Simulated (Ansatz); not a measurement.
Consider Cs2IrCl6 (started from the K2PtCl6 type) (Fm-3m).

The structure was built from a prototype and need not be the compound's stable phase.

Symmetry: Fm-3m, No. 225, cubic system. The conventional cell has a = 9.792 Å, b = 9.792 Å, c = 9.792 Å, α = 90.00°, β = 90.00°, γ = 90.00°. Nearest to Cs lie 12 Cl at 3.46 Å. Nearest to Ir lie 6 Cl at 2.31 Å. Cl has 1 Ir at 2.31 Å and 4 Cs at 3.46 Å nearest. Farther neighbours and most contacts between anions are not listed.

```
Cs Ir Cl
1.0
     4.89617    0.00000    4.89617
     4.89617    4.89617    0.00000
     0.00000    4.89617    4.89617
Cs Ir Cl
2 1 6
Direct
  0.25000 0.25000 0.25000
  0.75000 0.75000 0.75000
  0.00000 0.00000 0.00000
  0.23560 0.23560 0.76440
  0.76440 0.76440 0.23560
  0.23560 0.76440 0.23560
  0.76440 0.23560 0.76440
  0.76440 0.23560 0.23560
  0.23560 0.76440 0.76440
```

The structure was relaxed with LDA. The structure type comes from a generator and need not be one that this composition takes. The structure was generated from a model, not taken from a measurement. The runs that relaxed it are not among those shown. The program's search for lower electronic states was switched off, so nothing shows that the state found is the lowest. Spin-orbit coupling is left out unless a run names it. PAW set soft_2, made with PBE.

A constrained-RPA run (Ansatz 0.2.0; non-magnetic LDA; Ir t2g + anion p, bands v21 to v1, 2×2×2 mesh, medium accuracy) builds 21 functions on bands 5.8 eV wide, with 41.0 electrons in the window. The bare on-site interaction is 14.7 eV and the bare J 0.61 eV.

Question: What U and J survive the screening?

On the Ir t2g shell, U = 4.50 eV (31 % of the bare value), U′ = 3.59 eV, J = 0.43 eV.

The parent state is non-magnetic and the interaction static (zero frequency); U depends on the window and the orbitals, so it belongs to this model alone. Spin-orbit coupling, which is strong for atoms this heavy, is left out. A window that holds the anion p bands defines a model with explicit ligands; its U belongs to that model and is not the U of DFT+U. Coarse meshes can leave U off its limit, most where the target bands are metallic.

[Paths, hosts, dates, memory and timing lines, banners, echoed tables and standing remarks are left out of the program output.]

[Logs are printed without paths, hosts, clocks, repeated set-up lines and the standing remarks that a program may print on its own settings, such as how far it seeks lower states.]

[Runs of the session that timed out or met a known fault of the program may be left out.]

[Hosts, paths, dates, database ids (printed as entryN), source tags and the programs' standing remarks are cut or masked in the printed files.]
